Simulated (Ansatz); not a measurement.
# ScInSe3 (model cell, started as cubic perovskite with In in the octahedra): a soft mode frozen in, part 2 of 3

Which phase does ScInSe3 (model cell, started as cubic perovskite with In in the octahedra) fall into along its unstable mode, and how much energy does it gain?

Ansatz 0.2.0; DFT PBEsol, scalar-relativistic, plane waves, PAW; PAW set soft_1.

So far, highest frequency on the path or at a solved wavevector (cm⁻¹): step 2 (phonons on a q mesh) 276. Also lowest frequency on the path (cm⁻¹): step 2 -190.

The structure was built from a prototype and need not be the compound's stable phase.

### Step 5. Energy along the mode, all amplitudes (two of the runs are shown above)

An imaginary frequency means negative curvature, so the energy should fall and then rise again as anharmonic terms take over.

This step gave:

* depth at the lowest point sampled: 215.5 meV/atom
* largest atomic shift at that point: 0.6 Å

Table of energy from the parent by largest atomic shift:

```csv
largest atomic shift (Å),energy from the parent (meV/atom)
0.000,0
0.040,-1.26
0.080,-5.02
0.140,-15.2
0.220,-36.8
0.320,-74.5
0.450,-136
0.600,-216
```

Displacement at unit largest shift by atom:

| atom | x (Å) | y (Å) | z (Å) | size |
| --- | --- | --- | --- | --- |
| Sc1 | 0.000 | 0.707 | 0.707 | 1.000 |
| In2 | 0.000 | 0.030 | 0.030 | 0.042 |
| Se3 | 0.000 | -0.221 | -0.004 | 0.221 |
| Se4 | 0.000 | -0.004 | -0.221 | 0.221 |
| Se5 | 0.000 | -0.221 | -0.221 | 0.313 |

The lowest of the steps tried is the last one, at 0.6 Å, 216 meV/atom below the parent; the bottom of the well need not coincide with a step.

### Step 6. Relaxing from the distorted cell

Starting from the lowest point found, all atoms and the cell are let go, so that strain and other modes of the same symmetry can join in.

File input.yaml:

```yaml
crystal:
  lattice:
    - [5.1138056482, 0.0, 0.0]
    - [0.0, 5.1138056482, 0.0]
    - [0.0, 0.0, 5.1138056482]
  atoms:
    - { symbol: Sc, position: [0.0, 0.0829644492, 0.0829644492] }
    - { symbol: In, position: [0.5, 0.5035338634, 0.5035338634] }
    - { symbol: Se, position: [0.5, 0.4740462058, -0.0004596501] }
    - { symbol: Se, position: [0.5, -0.0004596501, 0.4740462058] }
    - { symbol: Se, position: [0.0, 0.4740462058, 0.4740462058] }
kpoints:
  mp_grid: { grid: [8, 8, 8] }
hamiltonian:
  xc: pbesol
  pseudopotentials: { kind: paw, azcp: { folder: soft_1 }, xc_functional: pbe }
scf:
  occupations: { method: methfessel_paxton, width: 0.2 }
output:
  forces: true
  stress: true
  eigenvalues: true
relax:
  adjacent_minimum: "off"
  f_tol: 0.002
  max_steps: 120
  cell: { stress_tol: 0.03 }
```

Command:

```
$ ansatz run input.yaml --threads 4 --pin off --max-ram 16384MiB --backend cpu --events-out ev --progress --plain --runs-dir out
```

Numbers of over 12 decimals in the logs are rounded to 6 here.

Log:

```text
[...]
Crystal: 5 atoms, lattice volume = 133.731 Å³
Basis set: ecut = 420 eV, 2601 PW (Γ), exchange–correlation on 72×72×72 points (8 copies of the dense FFT grid, shifted against one another)
Bands: 44, of which v1, the nominal top of the filled ones, is band 36 counted from 1 (35 counted from 0)
Symmetry: 4 space group operations
[...]
k-points: 105 of 512 (time reversal used)
[...]
SCF iter   1: F=—  HF=-23912.152759 eV  |F-HF|=—  |Δ(HF+E_count)|=         —  Δρ=8.32e-2  dr2=1.98e1  ethr=3.10e-3  ⟨swp⟩=6.1  Hψ=17535  notcnv=0
[...]
SCF iter  10: F=-23910.822647 eV  HF=-23910.822647 eV  |F-HF|=7.28e-11  |Δ(HF+E_count)|=   8.98e-8  S|Δr|=    0.00e0  Δρ=2.43e-6  dr2=6.76e-9  ethr=1.39e-10  ⟨swp⟩=3.0  Hψ=16988  notcnv=0
SCF 1 converged in 10 iterations: F = -23910.822647 eV  dr2 = 6.76e-9
[...]
relax step   1: F+E_penalty+E_count = -23910.82264707 eV  Δ(F+E_penalty+E_count) = +0.000e0 eV  max|allowed force component| = 1.345e0 eV/Å  Δτ_max = 0.0000 Å  P = +1.087 GPa  Ω = 133.731 Å³  (10 SCF iters, dr2 threshold 1.00e-7 eV, accepted)
Crystal: 5 atoms, lattice volume = 137.207 Å³
Basis set: ecut = 420 eV, 2681 PW (Γ), exchange–correlation on 72×72×72 points (8 copies of the dense FFT grid, shifted against one another)
[...]
SCF iter  10: F=-23911.494611 eV  HF=-23911.494611 eV  |F-HF|=1.59e-7  |Δ(HF+E_count)|=   6.79e-7  S|Δr|=    0.00e0  Δρ=8.95e-6  dr2=1.78e-7  ethr=6.94e-10  ⟨swp⟩=6.1  Hψ=19876  notcnv=0
SCF 2 converged in 10 iterations: F = -23911.494611 eV  dr2 = 1.78e-7
relax step   2: F+E_penalty+E_count = -23911.49461090 eV  Δ(F+E_penalty+E_count) = -6.720e-1 eV  max|allowed force component| = 1.055e0 eV/Å  Δτ_max = 0.1947 Å  P = +0.810 GPa  Ω = 137.207 Å³  energy of the carried Pulay correction = -2.623e-4 eV  (10 SCF iters, dr2 threshold 5.00e-7 eV, accepted)
Crystal: 5 atoms, lattice volume = 139.190 Å³
Basis set: ecut = 420 eV, 2721 PW (Γ), exchange–correlation on 72×72×72 points (8 copies of the dense FFT grid, shifted against one another)
[...]
SCF iter   8: F=-23912.033704 eV  HF=-23912.033704 eV  |F-HF|=4.63e-8  |Δ(HF+E_count)|=   3.86e-6  S|Δr|=    0.00e0  Δρ=1.80e-5  dr2=4.09e-7  ethr=6.94e-10  ⟨swp⟩=7.8  Hψ=24334  notcnv=0
SCF 3 converged in 8 iterations: F = -23912.033704 eV  dr2 = 4.09e-7
[...]
relax step   3: F+E_penalty+E_count = -23912.03370434 eV  Δ(F+E_penalty+E_count) = -5.391e-1 eV  max|allowed force component| = 6.703e-1 eV/Å  Δτ_max = 0.1981 Å  P = +2.132 GPa  Ω = 139.190 Å³  energy of the carried Pulay correction = -4.090e-4 eV  (8 SCF iters, dr2 threshold 5.00e-7 eV, accepted)
[... from here on, the SCF cycles and remarks between the steps are left out ...]
relax step   4: F+E_penalty+E_count = -23912.38879273 eV  Δ(F+E_penalty+E_count) = -3.551e-1 eV  max|allowed force component| = 2.903e-1 eV/Å  Δτ_max = 0.1970 Å  P = +0.505 GPa  Ω = 145.517 Å³  energy of the carried Pulay correction = -8.631e-4 eV  (9 SCF iters, dr2 threshold 5.00e-7 eV, accepted)
relax step   5: F+E_penalty+E_count = -23912.52344133 eV  Δ(F+E_penalty+E_count) = -1.346e-1 eV  max|allowed force component| = 2.984e-1 eV/Å  Δτ_max = 0.1186 Å  P = +0.261 GPa  Ω = 151.449 Å³  energy of the carried Pulay correction = -1.271e-3 eV  (8 SCF iters, dr2 threshold 5.00e-7 eV, accepted)
relax step   6: F+E_penalty+E_count = -23912.72564029 eV  Δ(F+E_penalty+E_count) = -2.022e-1 eV  max|allowed force component| = 4.349e-1 eV/Å  Δτ_max = 0.1949 Å  P = -0.437 GPa  Ω = 155.916 Å³  energy of the carried Pulay correction = -1.567e-3 eV  (8 SCF iters, dr2 threshold 5.00e-7 eV, accepted)
relax step   7: F+E_penalty+E_count = -23912.99422947 eV  Δ(F+E_penalty+E_count) = -2.686e-1 eV  max|allowed force component| = 1.028e-1 eV/Å  Δτ_max = 0.1973 Å  P = -0.462 GPa  Ω = 156.754 Å³  energy of the carried Pulay correction = -1.621e-3 eV  (8 SCF iters, dr2 threshold 5.00e-7 eV, accepted)
relax step   8: F+E_penalty+E_count = -23913.15258303 eV  Δ(F+E_penalty+E_count) = -1.584e-1 eV  max|allowed force component| = 3.300e-1 eV/Å  Δτ_max = 0.1130 Å  P = +0.866 GPa  Ω = 154.980 Å³  energy of the carried Pulay correction = -1.505e-3 eV  (8 SCF iters, dr2 threshold 5.00e-7 eV, accepted)
relax step   9: F+E_penalty+E_count = -23913.22875589 eV  Δ(F+E_penalty+E_count) = -7.617e-2 eV  max|allowed force component| = 5.351e-1 eV/Å  Δτ_max = 0.0747 Å  P = +1.130 GPa  Ω = 157.244 Å³  energy of the carried Pulay correction = -1.653e-3 eV  (8 SCF iters, dr2 threshold 5.00e-7 eV, accepted)
relax step  10: F+E_penalty+E_count = -23913.26408940 eV  Δ(F+E_penalty+E_count) = -3.533e-2 eV  max|allowed force component| = 2.880e-1 eV/Å  Δτ_max = 0.0727 Å  P = -0.528 GPa  Ω = 163.898 Å³  energy of the carried Pulay correction = -2.074e-3 eV  (8 SCF iters, dr2 threshold 5.00e-7 eV, accepted)
relax step  11: F+E_penalty+E_count = -23913.30031489 eV  Δ(F+E_penalty+E_count) = -3.623e-2 eV  max|allowed force component| = 6.546e-2 eV/Å  Δτ_max = 0.0552 Å  P = -0.175 GPa  Ω = 161.484 Å³  energy of the carried Pulay correction = -1.923e-3 eV  (8 SCF iters, dr2 threshold 5.00e-7 eV, accepted)
relax step  12: F+E_penalty+E_count = -23913.30847417 eV  Δ(F+E_penalty+E_count) = -8.159e-3 eV  max|allowed force component| = 1.229e-2 eV/Å  Δτ_max = 0.0536 Å  P = +0.063 GPa  Ω = 160.189 Å³  energy of the carried Pulay correction = -1.841e-3 eV  (7 SCF iters, dr2 threshold 3.70e-7 eV, accepted)
relax step  13: F+E_penalty+E_count = -23913.30853448 eV  Δ(F+E_penalty+E_count) = -6.031e-5 eV  max|allowed force component| = 1.575e-2 eV/Å  Δτ_max = 0.0118 Å  P = -0.033 GPa  Ω = 160.239 Å³  energy of the carried Pulay correction = -1.845e-3 eV  (7 SCF iters, dr2 threshold 2.54e-8 eV, accepted)
relax step  14: F+E_penalty+E_count = -23913.30842748 eV  Δ(F+E_penalty+E_count) = +1.070e-4 eV  max|allowed force component| = 5.535e-3 eV/Å  Δτ_max = 0.0064 Å  P = -0.067 GPa  Ω = 160.529 Å³  energy of the carried Pulay correction = -1.863e-3 eV  (7 SCF iters, dr2 threshold 2.61e-8 eV, rejected (line search))
relax step  15: F+E_penalty+E_count = -23913.30863770 eV  Δ(F+E_penalty+E_count) = -1.032e-4 eV  max|allowed force component| = 4.400e-3 eV/Å  Δτ_max = 0.0044 Å  P = +0.003 GPa  Ω = 160.208 Å³  energy of the carried Pulay correction = -1.843e-3 eV  (10 SCF iters, accepted)
relax step  16: F+E_penalty+E_count = -23913.30864071 eV  Δ(F+E_penalty+E_count) = -3.009e-6 eV  max|allowed force component| = 4.427e-4 eV/Å  Δτ_max = 0.0006 Å  P = -0.001 GPa  Ω = 160.237 Å³  energy of the carried Pulay correction = -1.845e-3 eV  (6 SCF iters, dr2 threshold 1.21e-9 eV, accepted)
relax step  17: F+E_penalty+E_count = -23913.47236236 eV  Δ(F+E_penalty+E_count) = -1.637e-1 eV  max|allowed force component| = 1.090e-2 eV/Å  Δτ_max = 0.0000 Å  P = +1.348 GPa  Ω = 160.237 Å³  stress off target by 3.36e0 GPa  SCF on the basis re-selected at this cell (its energy is not comparable with the rows above)  (11 SCF iters)
relax step  18: F+E_penalty+E_count = -23913.56238994 eV  Δ(F+E_penalty+E_count) = -9.003e-2 eV  max|allowed force component| = 2.589e-2 eV/Å  Δτ_max = 0.0322 Å  P = +1.277 GPa  Ω = 162.602 Å³  energy of the carried Pulay correction = -1.299e-4 eV  (7 SCF iters, dr2 threshold 5.00e-7 eV, accepted)
relax step  19: F+E_penalty+E_count = -23913.66846936 eV  Δ(F+E_penalty+E_count) = -1.061e-1 eV  max|allowed force component| = 4.171e-2 eV/Å  Δτ_max = 0.0351 Å  P = +0.746 GPa  Ω = 166.779 Å³  energy of the carried Pulay correction = -3.553e-4 eV  (7 SCF iters, dr2 threshold 5.00e-7 eV, accepted)
relax step  20: F+E_penalty+E_count = -23913.75859156 eV  Δ(F+E_penalty+E_count) = -9.012e-2 eV  max|allowed force component| = 4.793e-2 eV/Å  Δτ_max = 0.0361 Å  P = +0.549 GPa  Ω = 169.887 Å³  energy of the carried Pulay correction = -5.188e-4 eV  (7 SCF iters, dr2 threshold 5.00e-7 eV, accepted)
relax step  21: F+E_penalty+E_count = -23913.83163126 eV  Δ(F+E_penalty+E_count) = -7.304e-2 eV  max|allowed force component| = 4.146e-2 eV/Å  Δτ_max = 0.0328 Å  P = +0.384 GPa  Ω = 172.287 Å³  energy of the carried Pulay correction = -6.426e-4 eV  (7 SCF iters, dr2 threshold 5.00e-7 eV, accepted)
relax step  22: F+E_penalty+E_count = -23913.88450597 eV  Δ(F+E_penalty+E_count) = -5.287e-2 eV  max|allowed force component| = 4.688e-2 eV/Å  Δτ_max = 0.0331 Å  P = +0.214 GPa  Ω = 174.300 Å³  energy of the carried Pulay correction = -7.461e-4 eV  (7 SCF iters, dr2 threshold 5.00e-7 eV, accepted)
relax step  23: F+E_penalty+E_count = -23913.90185819 eV  Δ(F+E_penalty+E_count) = -1.735e-2 eV  max|allowed force component| = 1.019e-1 eV/Å  Δτ_max = 0.0771 Å  P = -0.001 GPa  Ω = 174.285 Å³  energy of the carried Pulay correction = -7.421e-4 eV  (7 SCF iters, dr2 threshold 5.00e-7 eV, accepted)
relax step  24: F+E_penalty+E_count = -23913.90048621 eV  Δ(F+E_penalty+E_count) = +1.372e-3 eV  max|allowed force component| = 6.279e-2 eV/Å  Δτ_max = 0.0599 Å  P = -0.499 GPa  Ω = 179.197 Å³  energy of the carried Pulay correction = -9.911e-4 eV  (8 SCF iters, dr2 threshold 5.00e-7 eV, rejected (line search))
relax step  25: F+E_penalty+E_count = -23913.90970330 eV  Δ(F+E_penalty+E_count) = -7.845e-3 eV  max|allowed force component| = 7.163e-2 eV/Å  Δτ_max = 0.0256 Å  P = +0.079 GPa  Ω = 175.329 Å³  energy of the carried Pulay correction = -7.970e-4 eV  (13 SCF iters, accepted)
relax step  26: F+E_penalty+E_count = -23913.91038897 eV  Δ(F+E_penalty+E_count) = -6.857e-4 eV  max|allowed force component| = 3.751e-3 eV/Å  Δτ_max = 0.0044 Å  P = +0.014 GPa  Ω = 175.584 Å³  energy of the carried Pulay correction = -8.101e-4 eV  (6 SCF iters, dr2 threshold 3.21e-7 eV, accepted)
relax step  27: F+E_penalty+E_count = -23913.91038324 eV  Δ(F+E_penalty+E_count) = +5.725e-6 eV  max|allowed force component| = 5.982e-3 eV/Å  Δτ_max = 0.0007 Å  P = -0.016 GPa  Ω = 175.662 Å³  energy of the carried Pulay correction = -8.140e-4 eV  (6 SCF iters, dr2 threshold 8.80e-10 eV, rejected (line search))
relax step  28: F+E_penalty+E_count = -23913.91039302 eV  Δ(F+E_penalty+E_count) = -4.049e-6 eV  max|allowed force component| = 4.116e-4 eV/Å  Δτ_max = 0.0004 Å  P = +0.001 GPa  Ω = 175.621 Å³  energy of the carried Pulay correction = -8.120e-4 eV  (7 SCF iters, accepted)
relax step  29: F+E_penalty+E_count = -23913.93898286 eV  Δ(F+E_penalty+E_count) = -2.859e-2 eV  max|allowed force component| = 5.758e-3 eV/Å  Δτ_max = 0.0000 Å  P = +0.273 GPa  Ω = 175.621 Å³  stress off target by 7.37e-1 GPa  SCF on the basis re-selected at this cell (its energy is not comparable with the rows above)  (11 SCF iters)
relax step  30: F+E_penalty+E_count = -23913.94671537 eV  Δ(F+E_penalty+E_count) = -7.733e-3 eV  max|allowed force component| = 2.882e-2 eV/Å  Δτ_max = 0.0137 Å  P = +0.195 GPa  Ω = 176.422 Å³  energy of the carried Pulay correction = -4.228e-5 eV  (7 SCF iters, dr2 threshold 5.00e-7 eV, accepted)
relax step  31: F+E_penalty+E_count = -23913.95287041 eV  Δ(F+E_penalty+E_count) = -6.155e-3 eV  max|allowed force component| = 3.101e-2 eV/Å  Δτ_max = 0.0184 Å  P = +0.047 GPa  Ω = 177.804 Å³  energy of the carried Pulay correction = -1.155e-4 eV  (7 SCF iters, dr2 threshold 5.00e-7 eV, accepted)
relax step  32: F+E_penalty+E_count = -23913.95368465 eV  Δ(F+E_penalty+E_count) = -8.142e-4 eV  max|allowed force component| = 1.649e-2 eV/Å  Δτ_max = 0.0078 Å  P = -0.002 GPa  Ω = 178.241 Å³  energy of the carried Pulay correction = -1.396e-4 eV  (7 SCF iters, dr2 threshold 1.02e-7 eV, accepted)
relax step  33: F+E_penalty+E_count = -23913.95370894 eV  Δ(F+E_penalty+E_count) = -2.429e-5 eV  max|allowed force component| = 1.917e-3 eV/Å  Δτ_max = 0.0018 Å  P = -0.003 GPa  Ω = 178.330 Å³  energy of the carried Pulay correction = -1.441e-4 eV  (6 SCF iters, dr2 threshold 1.70e-8 eV, accepted)
[...]
SCF iter  10: F=-23913.953829 eV  HF=-23913.953829 eV  |F-HF|=7.28e-12  |Δ(HF+E_count)|=  1.67e-10  S|Δr|=    0.00e0  Δρ=3.36e-8  dr2=3.49e-12  ethr=1.00e-12  ⟨swp⟩=6.6  Hψ=21677  notcnv=0
SCF 34 converged in 10 iterations: F = -23913.953829 eV  dr2 = 3.49e-12
relax step  34: F+E_penalty+E_count = -23913.95382903 eV  Δ(F+E_penalty+E_count) = -1.201e-4 eV  max|allowed force component| = 1.898e-3 eV/Å  Δτ_max = 0.0000 Å  P = -0.004 GPa  Ω = 178.330 Å³  stress off target by 1.45e-2 GPa  SCF on the basis re-selected at this cell (its energy is not comparable with the rows above)  (10 SCF iters)
[...]
SCF converged after 10 iterations
[...]
Free energy (F): -23913.953829 eV
[...]
Internal energy: -23913.953939 eV  (E = F + TS)
E sigma→0 (E₀):  -23913.953856 eV
Entropy (-TS):   0.000110 eV (0.022 meV/atom)
Fermi energy:    4.080134 eV
Step filling:    the computed levels leave a gap of 0.8386 eV = 4.2 smearing widths at the electron count; against every level under it full and every level over it empty, smearing changes F+E_penalty+E_count by +9.30e-3 meV and its σ→0 estimate by -0.018 meV
[...]
--- Forces (eV/Å), atoms counted from 1 ---
  atom   1  Sc     0.00000000    -0.00189825    -0.00189825
  atom   2  In    -0.00000000    -0.00153354    -0.00153354
  atom   3  Se    -0.00000000     0.00143524     0.00185473
  atom   4  Se     0.00000000     0.00185473     0.00143524
  atom   5  Se     0.00000000     0.00014170     0.00014170
  max |Σ_I F_I| component: 1.18e-7 eV/Å
--- Stress (GPa, compression-positive) ---
       -0.014477       0.000000       0.000000
        0.000000       0.000513      -0.002295
        0.000000      -0.002295       0.000513
  P = ⅓ Tr σ = -0.0045 GPa (-0.045 kbar)
--- Band table (eV; the first three rows and the last of 105) ---
  k-point 0: bands = [... 32 lower, 2.5557, 3.2840, 3.3129, 3.6221, 4.4607, 5.7451, 5.9419, 6.2499, ... 4 higher]
  k-point 1: bands = [... 32 lower, 2.4928, 3.0011, 3.2725, 3.5477, 4.7529, 5.7551, 5.9374, 6.2754, ... 4 higher]
  k-point 2: bands = [... 32 lower, 2.2315, 2.5961, 3.2431, 3.3989, 5.1667, 5.7427, 5.9256, 6.3845, ... 4 higher]
  k-point 104: bands = [... 32 lower, 1.7351, 2.5101, 2.9061, 3.3681, 4.5103, 5.7544, 6.2325, 6.5417, ... 4 higher]
--- Relaxed structure (31 steps of the walk, 28 accepted, 3 SCFs on fresh bases) ---
  F+E_penalty+E_count = -23913.95382903 eV   max|allowed force component| = 1.898e-3 eV/Å   (the final SCF, on the basis selected at the relaxed cell)
  cell:  # Å, volume = 178.3305 Å³
    - [3.966578, 0, 0]
    - [0, 6.888334, 1.578248]
    - [0, 1.578248, 6.888334]
  atoms:
    - { symbol: Sc, position: [0, 0.199148, 0.199148] }
    - { symbol: In, position: [0.500000, 0.551411, 0.551411] }
    - { symbol: Se, position: [0.500000, 0.414539, -0.047762] }
    - { symbol: Se, position: [0.500000, -0.047762, 0.414539] }
    - { symbol: Se, position: [0, 0.416795, 0.416795] }
```

Run time: 14 min. Hardware: 4 threads of Arm Neoverse V1, shared host; peak memory 1 GiB; 55 min of CPU time.

Relaxation path (22 of 34):

```csv
step,energy less that of the first step (eV),largest force component (eV/Å),pressure (GPa),volume (Å³)
1,0.0000,1.3451,1.09,133.73
3,-1.2111,0.6703,2.13,139.19
4,-1.5661,0.2903,0.51,145.52
6,-1.9030,0.4349,-0.44,155.92
7,-2.1716,0.1028,-0.46,156.75
9,-2.4061,0.5351,1.13,157.24
10,-2.4414,0.2880,-0.53,163.90
12,-2.4858,0.0123,0.06,160.19
14,-2.4858,0.0055,-0.07,160.53
15,-2.4860,0.0044,0.00,160.21
17*,-2.6497,0.0109,1.35,160.24
18,-2.7397,0.0259,1.28,162.60
20,-2.9359,0.0479,0.55,169.89
21,-3.0090,0.0415,0.38,172.29
23,-3.0792,0.1019,0.00,174.29
25,-3.0871,0.0716,0.08,175.33
26,-3.0877,0.0038,0.01,175.58
28,-3.0877,0.0004,0.00,175.62
29*,-3.1163,0.0058,0.27,175.62
31,-3.1302,0.0310,0.05,177.80
32,-3.1310,0.0165,0.00,178.24
34*,-3.1312,0.0019,0.00,178.33
```

Relaxation steps marked * repeat the geometry before them on a plane-wave basis chosen anew for their cell, so energy and pressure can jump there. Other such steps can lie between the rows shown. Relaxation steps 14, 24, 27 were tried and not accepted.

Forces are held to the 4 operations that the run works with; a distortion that breaks them can't arise in this run.

| cell as run | before | after | change |
| --- | --- | --- | --- |
| a (Å) | 5.114 | 3.967 | -22.4 % |
| b (Å) | 5.114 | 7.067 | +38.2 % |
| c (Å) | 5.114 | 7.067 | +38.2 % |
| α (°) | 90.00 | 64.19 | -28.7 % |
| volume (Å³/atom) | 26.75 | 35.67 | +33.3 % |

The atoms that moved most (Å, as changes of fractional coordinates times the final cell):

```csv
atom,dx,dy,dz,length
Sc1,0.000,0.984,0.984,1.391
Se5,0.000,-0.485,-0.485,0.686
Se3,0.000,-0.485,-0.420,0.641
Se4,0.000,-0.420,-0.485,0.641
In2,0.000,0.405,0.405,0.573
```

This step gave:

| Quantity | Value |
| --- | --- |
| pressure | -0.004483 GPa |
| volume per atom | 35.67 Å³ |
| gap on the k-mesh | 0.8386 eV |

The distorted start has space group Amm2; the relaxation ends in Amm2.

### Step 7. The new phase in its own primitive cell

The relaxed structure is symmetrised, reduced to its primitive cell and relaxed tightly, as its phonons need.

input.yaml, the sections that differ from step 6:

```yaml
crystal:
  lattice:
    - [3.9665775123, 0.0, 0.0]
    - [0.0, 3.7547972875, 5.9867775562]
    - [0.0, -3.7547972875, 5.9867775562]
  atoms:
    - { symbol: Sc, position: [0.0, 0.1991480203, 0.1991480203] }
    - { symbol: In, position: [0.5, 0.5514111146, 0.5514111146] }
    - { symbol: Se, position: [0.5, 0.4145386772, 0.9522383758] }
    - { symbol: Se, position: [0.5, 0.9522383758, 0.4145386772] }
    - { symbol: Se, position: [0.0, 0.4167948862, 0.4167948862] }
kpoints:
  mp_grid: { grid: [6, 4, 4] }
scf:
  occupations: { method: fixed }
relax:
  adjacent_minimum: "off"
  f_tol: 0.001
  max_steps: 60
  cell: { stress_tol: 0.01 }
# hamiltonian, output: as in step 6
```

Log:

```text
[...]
Crystal: 5 atoms, lattice volume = 178.330 Å³
Basis set: ecut = 420 eV, 3501 PW (Γ), exchange–correlation on 54×96×96 points (8 copies of the dense FFT grid, shifted against one another)
Bands: 44, of which v1, the nominal top of the filled ones, is band 36 counted from 1 (35 counted from 0)
Symmetry: 4 space group operations
[...]
k-points: 28 of 96 (time reversal used)
[...]
cell:  # Å, volume = 178.3151 Å³
    - [3.967290, 0.0, 0.0]
    - [0.0, 3.756488, 5.982493]
    - [0.0, -3.756488, 5.982493]
  atoms:
    - { symbol: Sc, position: [0.0, 0.199046, 0.199046] }
    - { symbol: In, position: [0.5, 0.551487, 0.551487] }
    - { symbol: Se, position: [0.5, 0.414482, 0.952295] }
    - { symbol: Se, position: [0.5, 0.952295, 0.414482] }
    - { symbol: Se, position: [0.0, 0.416821, 0.416821] }
[key lines of the parts left out:]
SCF converged after 8 iterations
Free energy (F): -23913.949002 eV
Fermi energy:    3.625509 eV
P = ⅓ Tr σ = -0.0004 GPa (-0.004 kbar)
```

Elapsed: 33 s, on 4 threads; peak memory 0.6 GiB; 2.1 min of CPU time.

Little changed from the start: no atom moved by 0.005 Å and no cell edge by 0.1 %.

Numbers from this step:

```
pressure           : -4.23e-4 GPa
gap on the k-mesh  : 0.8357 eV
volume per atom    : 35.66 Å³
direct gap on mesh : 0.8357 eV
```

The largest force component left is 0.44 meV/Å and the pressure is 0.000 GPa, within the tolerances set. The cell now holds 35.66 Å³/atom.

[end of part 2 of 3]

[Logs are printed without paths, hosts, clocks, repeated set-up lines and the standing remarks that a program may print on its own settings, such as how far it seeks lower states.]

[Hosts, paths, dates, database ids (printed as entryN), source tags and the programs' standing remarks are cut or masked in the printed files.]
